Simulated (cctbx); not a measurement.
## Absolute structure of BaLiReBiO6

Space group F-43m (no. 216), a = 8.2530 Å, b = 8.2530 Å, c = 8.2530 Å, α = 90.00°, β = 90.00°, γ = 90.00°.

| atom | mult. | x | y | z | Ueq (Å²) |
| --- | --- | --- | --- | --- | --- |
| Bi1 | 4 | 0 | 0 | 0 | 0.0029 |
| Re1 | 4 | 1/2 | 0 | 0 | 0.0025 |
| Ba1 | 4 | 1/4 | 1/4 | 3/4 | 0.0030 |
| O1 | 24 | 1/2 | 0 | 0.7646 | 0.0070 |
| Li1 | 4 | 1/4 | 1/4 | 1/4 | 0.0050 |

The model is made up (kin elements in a known structure type, no relaxation), so it says nothing on whether the phase exists.

Data sets are simulated with cctbx and refined with Bijvoet mates kept apart; Flack x is then fitted as the share of an inverted twin with the atoms fixed, Hooft y from the Bijvoet differences. The group is acentric but holds improper operations, so there is an absolute structure (orientation) and no hand.

Untwinned crystal. What Flack and Hooft values should come out?

```
  λ (Å)  extinction (unmodelled)  d min (Å)  top counts  error (%)     model      R1  Flack x   s.u.  Hooft y   s.u.  pairs
0.71073                      0.3       0.77       70000          4  as given  0.0074   -0.004  0.005   -0.001  0.005     37
0.71073                      0.3       0.77       70000          4  inverted  0.0898    1.014  0.011    1.052  0.006     37
1.54184                        0       0.83       70000          2  as given  0.0029    0.001  0.007   -0.004  0.009     29
```

With Mo Kα, x is within 3 s.u. of 0, so the absolute structure is right. With Cu Kα, x is within 3 s.u. of 0, so the absolute structure is right. Inverting the model turns x into about 1 − x.

A further crystal gives:

```
 λ (Å)  extinction (unmodelled)  d min (Å)  top counts  error (%)     model      R1  Flack x  s.u.  Hooft y   s.u.  pairs
0.7749                        0       0.65       20000          4  as given  0.0144     0.50  0.03    0.497  0.018     58
```

**Question.** What is it?

It was simulated as an inversion twin with a fraction 0.5 of the inverted domain. Flack x is over 3 s.u. from both 0 and 1 and reads that fraction.

[Logs are printed without paths, hosts, clocks, repeated set-up lines and the standing remarks that a program may print on its own settings, such as how far it seeks lower states.]
